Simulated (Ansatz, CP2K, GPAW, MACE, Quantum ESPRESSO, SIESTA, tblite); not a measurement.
## SIESTA on Σ7 (111) twist boundary in a Pd-Ir solid solution (84 atoms): settings against a plane-wave reference

Aim: run Σ7 (111) twist boundary in a Pd-Ir solid solution (84 atoms) in SIESTA and see how near its forces come to a plane-wave reference, and at what cost.

Program: SIESTA 5.4.2. Level of theory: the method is named at each step. Values are calculated unless marked as measured.

In doubt: a PseudoDojo file used here is known to give poor structures and forces (steps 2, 3), which bears on pressures, cells, forces and phonons.

## (1) Starting point

The cell holds 84 atoms: 44 Pd and 40 Ir. Its edges and angles: a = 7.232 Å, b = 7.232 Å, c = 27.381 Å, α = 90.0°, β = 90.0°, γ = 120.0°. Fcc Pd (a = 3.8655 Å); two grains turned against each other by 81.79 deg about [111]; 1 x 1 coincidence cells, 2 lattice periods a grain, two boundaries a cell, upper grain shifted by [0, 0] of the boundary cell and opened by 0.3 Å, one atom of each pair nearer than 2.05 Å removed; 40 of 84 Pd sites given to Ir at random (lattice constant by Vegard's rule between Pd and Ir); not relaxed, displaced by a Gaussian of 0.02 Å. Then every atom was moved at random, 0.03 Å r.m.s. a Cartesian component. Regions: lower grain, 42 atoms (22 Pd and 20 Ir); upper grain, 42 atoms (20 Ir and 22 Pd). The structure's axis is c.

The yardstick, on the same geometry:

| Quantity | Value |
| --- | --- |
| method | Kohn-Sham DFT, PBE, SSSP efficiency 1.3.0 pseudopotentials, plane waves (Quantum ESPRESSO 7.5); sssp-pbe-1.3.0-efficiency, cutoffs 45/360 Ry, Γ point |
| r.m.s. force component | 0.6577 eV/Å |
| longest force | 2.64 eV/Å |
| pressure | 3.737 GPa |
| time | 8.6 min on 4 MPI ranks of Arm Neoverse V1, shared host |
| CPU time | 34 min |

## (2) PBE, DZP, shift 0.01 Ry, mesh 300 Ry

Method: Kohn-Sham DFT, PBE, PseudoDojo 0.4.1 norm-conserving pseudopotentials (converted to PSML), numerical atomic orbitals (DZP), diagonalisation.

The .psml files are PseudoDojo norm-conserving potentials that we converted to this format, checked against plane waves on the same files for H, C, O, Si, Ge and Ca alone.

input.fdf

```
SystemLabel cell
NumberOfAtoms 84
NumberOfSpecies 2
%block ChemicalSpeciesLabel
  1 46 Pd
  2 77 Ir
%endblock ChemicalSpeciesLabel
LatticeConstant 1.0 Ang
%block LatticeVectors
  7.23169 0.00000 0.00000
  -3.61584 6.26283 0.00000
  0.00000 0.00000 27.38097
%endblock LatticeVectors
PAO.BasisSize DZP
PAO.EnergyShift 0.01 Ry
XC.Functional GGA
XC.Authors PBE
MeshCutoff 300 Ry
%block kgrid_Monkhorst_Pack
  1 0 0 0.0
  0 1 0 0.0
  0 0 1 0.0
%endblock kgrid_Monkhorst_Pack
SolutionMethod diagon
OccupationFunction FD
ElectronicTemperature 580 K
SCF.Mixer.Method Pulay
SCF.Mixer.Weight 0.05
SCF.Mixer.History 8
SCF.Mix Hamiltonian
MaxSCFIterations 300
SCF.DM.Tolerance 1e-04
SCF.H.Tolerance 1.0e-3 eV
WriteForces T
Write.HirshfeldPop T
Write.VoronoiPop T
Write.DM F
Write.H F
XML.Write F
AtomicCoordinatesFormat Fractional
%block AtomicCoordinatesAndAtomicSpecies
  0.86243 0.28724 0.99943 1
  0.80590 0.05191 0.08183 2
  0.70803 0.56991 0.99768 1
  0.93883 0.75579 0.08185 1
  0.43920 0.15251 0.00141 1
  0.66104 0.32763 0.08258 2
  0.90400 0.52834 0.16287 2
  0.60632 0.08720 0.16530 1
  0.85415 0.28162 0.24509 2
  0.80828 0.03778 0.32520 2
  0.56692 0.85096 0.00269 2
  0.29200 0.42886 0.00134 2
  0.52580 0.62089 0.08213 2
  0.76830 0.80392 0.16529 1
  0.99904 0.00556 0.00002 2
  0.23352 0.19144 0.08227 1
  0.47800 0.37903 0.16281 2
  0.70323 0.56326 0.24367 1
  0.94569 0.76115 0.32667 1
  0.42308 0.13611 0.24511 1
  0.66875 0.33702 0.32463 2
  0.91453 0.52848 0.40647 2
  0.61265 0.08968 0.40544 2
  0.14881 0.71108 0.99915 1
  0.37850 0.90315 0.08327 1
  0.09757 0.48703 0.07928 1
  0.33284 0.66916 0.16547 1
  0.56594 0.85706 0.24462 2
  0.04777 0.23340 0.16305 2
  0.28427 0.42059 0.24456 2
  0.51498 0.60443 0.32551 1
  0.76973 0.81253 0.40849 1
  0.00109 0.00388 0.24323 2
  0.24360 0.19481 0.32414 1
  0.47333 0.38136 0.40889 2
  0.18851 0.95072 0.16298 2
  0.14066 0.70829 0.24518 1
  0.39547 0.91197 0.32679 1
  0.09098 0.47511 0.32668 1
  0.34154 0.66401 0.40758 1
  0.05734 0.23611 0.41164 1
  0.19261 0.95051 0.40671 2
  0.28064 0.85884 0.49953 2
  0.56810 0.71268 0.49928 1
  0.52358 0.91366 0.58098 1
  0.85888 0.57548 0.50248 1
  0.81361 0.77110 0.58257 2
  0.76363 0.96206 0.66286 1
  0.14572 0.44304 0.49989 2
  0.09572 0.62650 0.58114 2
  0.04702 0.80433 0.66464 2
  0.42619 0.28449 0.50103 1
  0.38239 0.47348 0.58064 2
  0.33064 0.67034 0.66232 1
  0.28311 0.86173 0.74421 1
  0.71069 0.15194 0.49786 2
[... 24 atom lines left out ...]
  0.00168 0.99733 0.74262 1
  0.22590 0.04608 0.82545 2
  0.18334 0.23258 0.90860 1
  0.47021 0.09344 0.90828 2
%endblock AtomicCoordinatesAndAtomicSpecies
```

Command:

```sh
OMP_NUM_THREADS=1 mpirun -np 4 siesta < input.fdf > output.txt
```

Standard output:

```text
Version         : 5.4.2
reinit: System Name:
reinit: System Label: cell
initatom: Reading input for the pseudopotentials and atomic orbitals ----------
Species number:   1 Atomic number:   46 Label: Pd
Species number:   2 Atomic number:   77 Label: Ir
Ground state valence configuration (from tables):   5s01  5p00  4d09  4f00
Ground state valence configuration (from tables):   6s02  6p00  5d07  5f00
---- Processing specs for species: Pd
GGA--PBE XC_GGA_X_PBE--XC_GGA_C_PBE pb
Semicore shell(s) with  8 electrons included in the valence for Pd
---- Processing specs for species: Ir
GGA--PBE XC_GGA_X_PBE--XC_GGA_C_PBE pb
Semicore shell(s) with  8 electrons included in the valence for Ir
Semicore shell(s): 4s 4p
Fallback to non-perturbative polarization scheme for Pd
Please see the manual if this is not desired in principle
Semicore shell(s): 5s 5p
Fallback to non-perturbative polarization scheme for Ir
Please see the manual if this is not desired in principle
Pd pseudopotential only contains V_ls up to l=2 -- lmxkb reset.
Using PAO.SplitTailNorm
%block ChemicalSpeciesLabel
    1   46 Pd                      # Species index, atomic number, species label
    2   77 Ir                      # Species index, atomic number, species label
%endblock ChemicalSpeciesLabel
%block PAO.Basis                 # Define Basis set
Pd                    5                    # Species label, number of l-shells
 n=4   0   1                         # n, l, Nzeta
   2.568
   1.000
 n=5   0   2                         # n, l, Nzeta
   7.504      5.540
   1.000      1.000
 n=4   1   1                         # n, l, Nzeta
   2.914
   1.000
 n=5   1   1                         # n, l, Nzeta
   7.504
   1.000
 n=4   2   2                         # n, l, Nzeta
   4.908      3.224
   1.000      1.000
Ir                    5                    # Species label, number of l-shells
 n=5   0   1                         # n, l, Nzeta
[...]
n=6   0   2                         # n, l, Nzeta
   5.960      4.325
   1.000      1.000
 n=5   1   1                         # n, l, Nzeta
[...]
1.000
 n=6   1   1                         # n, l, Nzeta
   5.960
   1.000
 n=5   2   2                         # n, l, Nzeta
   4.830      3.273
   1.000      1.000
%endblock PAO.Basis
coor:   Atomic-coordinates input format  =     Fractional
siesta: System type = bulk
initatomlists: Number of atoms, orbitals, and projectors:     84  1596  2072
siesta: ******************** Simulation parameters ****************************
Total number of electrons:  1472.000000
Total ionic charge:  1472.000000
 Kpoints in:            1 . Kpoints trimmed:            1
siesta: k-grid: Number of k-points = 1
siesta: k-points from Monkhorst-Pack grid
siesta: k-cutoff (effective) =     3.616 Ang
siesta: k-point supercell and displacements
siesta: k-grid:     1     0     0      0.000
siesta: k-grid:     0     1     0      0.000
siesta: k-grid:     0     0     1      0.000
                     ====================================
                        Single-point calculation
                     ====================================
outcell: Unit cell vectors (Ang):
        7.231690    0.000000    0.000000
       -3.615840    6.262830    0.000000
        0.000000    0.000000   27.380970
outcell: Cell vector modules (Ang)   :    7.231690    7.231690   27.380970
outcell: Cell angles (23,13,12) (deg):     90.0000     90.0000    120.0000
outcell: Cell volume (Ang**3)        :   1240.1073
Gamma-point calculation with interaction between periodic images
Gamma-point calculation with interaction between periodic images
Some features might not work optimally:
Some features might not work optimally:
e.g. DM initialization from atomic data
e.g. DM initialization from atomic data
new_DM -- step:     1
Initializing Density Matrix...
Attempting to read DM from file... Failed...
DM filled with atomic data:
InitMesh: MESH = 72 x 72 x 288 = 1492992
InitMesh: Mesh cutoff (required, used) =   300.000   305.766 Ry
stepf: Fermi-Dirac step function
        iscf     Eharris(eV)        E_KS(eV)     FreeEng(eV)     dDmax    Ef(eV) dHmax(eV)
   scf:    1  -284802.227979  -286387.579781  -286388.225855  0.982574 -1.238194 65.511090
   scf:    2  -247715.047021  -274789.728161  -274790.307491  1.325439 -1.755215410.542094
   scf:    3  -285244.062401  -286953.481097  -286954.159031  1.262227 -1.770880 55.570167
   scf:    4  -286283.904471  -286903.040369  -286903.759757  0.687293 -1.958994 77.899301
   scf:    5  -286777.647647  -287131.960418  -287132.685814  0.393741 -2.045729 55.163346
   scf:    6  -287157.272619  -287340.286574  -287341.070234  0.512046 -2.296197 34.158686
   scf:    7  -287422.427916  -287415.293359  -287416.170108  0.153748 -2.463429  8.346579
[...]
scf:   44  -287452.794631  -287452.794632  -287453.799143  0.000014 -3.390790  0.001498
   scf:   45  -287452.794585  -287452.794609  -287453.799143  0.000033 -3.390797  0.003627
   scf:   46  -287452.794612  -287452.794611  -287453.799144  0.000024 -3.390832  0.000753
SCF Convergence by DM+H criterion
max |DM_out - DM_in|         :     0.0000235400
max |H_out - H_in|      (eV) :     0.0007531486
SCF cycle converged after 46 iterations
Using DM_out to compute the final energy and forces
siesta: E_KS(eV) =          -287452.7946
siesta: E_KS - E_eggbox =   -287452.7946
siesta: Atomic forces (eV/Ang):
     1   -0.283848   -0.617723   -1.237988
     2    0.321831   -0.045476    0.118688
     3    1.070559    0.862234   -0.628811
     4    0.603349    0.644732   -0.560961
     5   -0.696063   -0.860933   -1.028329
     6    0.363775    0.541574    0.539749
[...]
82    2.204284    0.123623   -0.591152
    83    0.311984    1.180093    1.647274
    84    0.923975    0.850555    0.063669
----------------------------------------
   Tot    0.034252   -0.009294   -0.013064
----------------------------------------
   Max    2.483145
   Res    0.724401    sqrt( Sum f_i^2 / 3N )
----------------------------------------
   Max    2.483145    constrained
Stress tensor Voigt[x,y,z,yz,xz,xy] (kbar):      -11.65      -12.31      -79.08       -5.07        2.49       -2.22
(Free)E + p*V (eV/cell)  -287427.2132
Target enthalpy (eV/cell)  -287453.7991
siesta: Program's energy decomposition (eV):
siesta: Ebs     =    -47826.277197
siesta: Eions   =    385024.726659
siesta: Ena     =     47217.103212
siesta: Ekin    =     89212.529619
siesta: Enl     =      7902.575367
siesta: DEna    =      2249.266942
siesta: DUscf   =        70.037190
siesta: Ex      =    -46153.997533
siesta: Ec      =     -2925.582749
siesta: Exc     =    -49079.580282
siesta: Eharris =   -287452.794612
siesta: Etot    =   -287452.794611
siesta: FreeEng =   -287453.799144
siesta: Final energy (eV):
siesta:  Band Struct. =  -47826.277197
siesta:       Kinetic =   89212.529619
siesta:       Hartree =   48950.097124
siesta:         Exch. =  -46153.997533
siesta:         Corr. =   -2925.582749
siesta:   Exch.-corr. =  -49079.580282
siesta:  Ion-electron = -197071.607873
siesta:       Ion-ion = -179464.233200
siesta:         Total = -287452.794611
siesta:         Fermi =      -3.390832
siesta: Stress tensor (static) (eV/Ang**3):
siesta:    -0.007270   -0.001386    0.001555
siesta:    -0.001386   -0.007686   -0.003162
siesta:     0.001554   -0.003162   -0.049359
siesta: Cell volume =       1240.107270 Ang**3
siesta: Pressure (static):
siesta:                Solid            Molecule  Units
siesta:           0.00023349         -0.00007495  Ry/Bohr**3
siesta:           0.02143846         -0.00688134  eV/Ang**3
siesta:          34.34820151        -11.02511900  kBar
    Orbital volume contribution        =          62.780150 eV
    (Free)E + p_basis*V_orbitals       =     -287391.018993 eV
    (Free)Eharris+ p_basis*V_orbitals  =     -287391.018994 eV
Hirshfeld Atomic Populations:
Atom #   charge [q] valence [e]  Species
     1    -0.212911   18.212911  Pd
     2     0.201202   16.798798  Ir
     3    -0.205150   18.205150  Pd
     4    -0.183682   18.183682  Pd
     5    -0.181558   18.181558  Pd
     6     0.223372   16.776628  Ir
     7     0.195971   16.804029  Ir
     8    -0.217560   18.217560  Pd
     9     0.158629   16.841371  Ir
    10     0.211052   16.788948  Ir
    11     0.164128   16.835872  Ir
[...]
14    -0.222778   18.222778  Pd
[...]
79    -0.176399   18.176399  Pd
    80     0.176454   16.823546  Ir
    81    -0.143764   18.143764  Pd
    82     0.198098   16.801902  Ir
    83    -0.256450   18.256450  Pd
    84     0.168007   16.831993  Ir
--------------------
 Total    -0.000002
```

Elapsed: 3.5 min, on 4 MPI ranks of Arm Neoverse V1, shared host; peak memory 1.8 GiB; 14 min of CPU time.

Banners and routine set-up lines are dropped from the logs; longer cuts are marked.

Compared with the plane-wave run:

| Item | Value |
| --- | --- |
| r.m.s. force component | 0.7244 eV/Å |
| r.m.s. difference of force components | 128.8 meV/Å |
| longest difference of force vectors | 563.7 meV/Å |
| force difference over r.m.s. force | 19.58 % |
| slope of forces against the reference's | 1.087 |
| correlation of force components | 0.9873 |
| pressure | 3.435 GPa |
| pressure difference | -0.3019 GPa |

Length of the force difference by element (eV/Å):

| element | atoms | mean | most |
| --- | --- | --- | --- |
| Ir | 40 | 0.26 | 0.56 |
| Pd | 44 | 0.15 | 0.24 |

A closer look about Pd48, picked at random: 13 atoms, nearest first, numbered in the order of the input, with positions taken from that point.

| atom | x | y | z | distance (Å) | bonds | Hirshfeld charge (e) | Fx | Fy | Fz (eV/Å) |
| --- | --- | --- | --- | --- | --- | --- | --- | --- | --- |
| Pd48 | 0.00 | 0.00 | 0.00 | 0.00 | 12 | -0.11 | -0.29 | -0.50 | -0.05 |
| Pd62 | -0.52 | 2.63 | 0.03 | 2.68 | 12 | -0.13 | 0.32 | -0.08 | -0.44 |
| Pd68 | 2.09 | 1.72 | -0.01 | 2.71 | 12 | -0.15 | 0.06 | 0.39 | 0.33 |
| Pd59 | -0.45 | -1.47 | 2.23 | 2.71 | 12 | -0.13 | -0.36 | -0.71 | 0.05 |
| Pd81 | 1.59 | 0.22 | 2.18 | 2.71 | 12 | -0.14 | -0.25 | 0.40 | 0.55 |
| Ir47 | 1.05 | -1.20 | -2.20 | 2.71 | 12 | 0.23 | -0.29 | -0.68 | 0.51 |
| Pd76 | -1.02 | 1.16 | 2.25 | 2.73 | 12 | -0.11 | -0.13 | -0.21 | -0.02 |
| Pd61 | 0.56 | 1.46 | -2.24 | 2.74 | 12 | -0.17 | -0.96 | 0.49 | -0.62 |
| Pd45 | -1.56 | -0.30 | -2.24 | 2.75 | 12 | -0.20 | 0.58 | -0.51 | -0.31 |
| Ir72 | -2.61 | 0.90 | -0.02 | 2.76 | 12 | 0.27 | 0.22 | -1.29 | 0.49 |
| Pd54 | -2.08 | -1.83 | -0.01 | 2.77 | 12 | -0.13 | 0.27 | -0.05 | -0.09 |
| Ir51 | 2.62 | -0.99 | 0.05 | 2.80 | 12 | 0.22 | -0.50 | 0.42 | -1.19 |
| Pd58 | 0.50 | -2.77 | 0.03 | 2.81 | 12 | -0.17 | -0.18 | 0.93 | -0.22 |

Forces lie 20 % from the reference's, at 0.41 times its CPU time.

## (3) PBE, SZ, shift 0.01 Ry, mesh 300 Ry

Method: Kohn-Sham DFT, PBE, PseudoDojo 0.4.1 norm-conserving pseudopotentials (converted to PSML), numerical atomic orbitals (SZ), diagonalisation.

input.fdf: that of step 2 with these lines changed.

```diff
@@ -13,3 +13,3 @@
 %endblock LatticeVectors
-PAO.BasisSize DZP
+PAO.BasisSize SZ
 PAO.EnergyShift 0.01 Ry
```

Command:

```sh
OMP_NUM_THREADS=1 siesta < input.fdf > output.txt
```

Standard output:

```text
Version         : 5.4.2
reinit: System Name:
reinit: System Label: cell
initatom: Reading input for the pseudopotentials and atomic orbitals ----------
Species number:   1 Atomic number:   46 Label: Pd
Species number:   2 Atomic number:   77 Label: Ir
Ground state valence configuration (from tables):   5s01  5p00  4d09  4f00
Ground state valence configuration (from tables):   6s02  6p00  5d07  5f00
---- Processing specs for species: Pd
GGA--PBE XC_GGA_X_PBE--XC_GGA_C_PBE pb
Semicore shell(s) with  8 electrons included in the valence for Pd
[... lines left out ...]
stepf: Fermi-Dirac step function
        iscf     Eharris(eV)        E_KS(eV)     FreeEng(eV)     dDmax    Ef(eV) dHmax(eV)
[... lines left out ...]
SCF Convergence by DM+H criterion
[... lines left out ...]
SCF cycle converged after 38 iterations
[... lines left out ...]
   Max    2.832018
[... lines left out ...]
   Max    2.832018    constrained
Stress tensor Voigt[x,y,z,yz,xz,xy] (kbar):       -7.77      -16.02      -73.84       -5.75        5.78       -9.71
[... lines left out ...]
siesta: FreeEng =   -287088.545878
[... lines left out ...]
siesta:         Exch. =  -46853.879257
siesta:         Corr. =   -2913.445742
siesta:   Exch.-corr. =  -49767.324998
siesta:  Ion-electron = -203664.171611
siesta:       Ion-ion = -179464.233200
siesta:         Total = -287087.653850
siesta:         Fermi =      -0.831474
siesta: Stress tensor (static) (eV/Ang**3):
siesta:    -0.004851   -0.006059    0.003610
siesta:    -0.006059   -0.010001   -0.003589
siesta:     0.003610   -0.003589   -0.046087
siesta: Cell volume =       1240.107270 Ang**3
siesta: Pressure (static):
siesta:                Solid            Molecule  Units
siesta:           0.00022124         -0.00013236  Ry/Bohr**3
siesta:           0.02031330         -0.01215254  eV/Ang**3
siesta:          32.54549605        -19.47051052  kBar
    Orbital volume contribution        =          31.272776 eV
    (Free)E + p_basis*V_orbitals       =     -287057.273102 eV
    (Free)Eharris+ p_basis*V_orbitals  =     -287057.273093 eV
Hirshfeld Atomic Populations:
Atom #   charge [q] valence [e]  Species
     1    -0.245201   18.245201  Pd
     2     0.239547   16.760453  Ir
     3    -0.244592   18.244592  Pd
     4    -0.216911   18.216911  Pd
[...]
6     0.258483   16.741517  Ir
     7     0.223863   16.776137  Ir
[...]
81    -0.171181   18.171181  Pd
    82     0.225399   16.774601  Ir
    83    -0.286202   18.286202  Pd
    84     0.198537   16.801463  Ir
--------------------
 Total    -0.000048
```

Wall time 3.3 min (1 thread); peak memory 0.68 GiB.

Against the reference:

```
r.m.s. force component                  : 0.8971 eV/Å
r.m.s. difference of force components   : 423.1 meV/Å
longest difference of force vectors     : 1393 meV/Å
force difference over r.m.s. force      : 64.33 %
slope of forces against the reference's : 1.223
correlation of force components         : 0.8969
pressure                                : 3.255 GPa
pressure difference                     : -0.4822 GPa
```

This is a coarse setting, run to see what it loses.

Against the first run (20 %), the force difference from the reference is 64 %, at 0.23 times the CPU time (on 1 against 4 cores), with 840 basis functions against 1596: the smaller basis costs accuracy.

[end of part 1 of 2]

[Long decimals in the printed logs are rounded to 6 places.]

[Also dropped from logs without a mark: lines with file paths, logging warnings of Python, QE's lines on negative density and diagonalisation, SIESTA's first energy breakdown, zero terms and Voronoi charges.]

[Logs are printed without paths, hosts, clocks, repeated set-up lines and the standing remarks that a program may print on its own settings, such as how far it seeks lower states.]

[Hosts, paths, dates, database ids (printed as entryN), source tags and the programs' standing remarks are cut or masked in the printed files.]

[Most failed runs of this program on this cell are left out, timed-out ones always.]
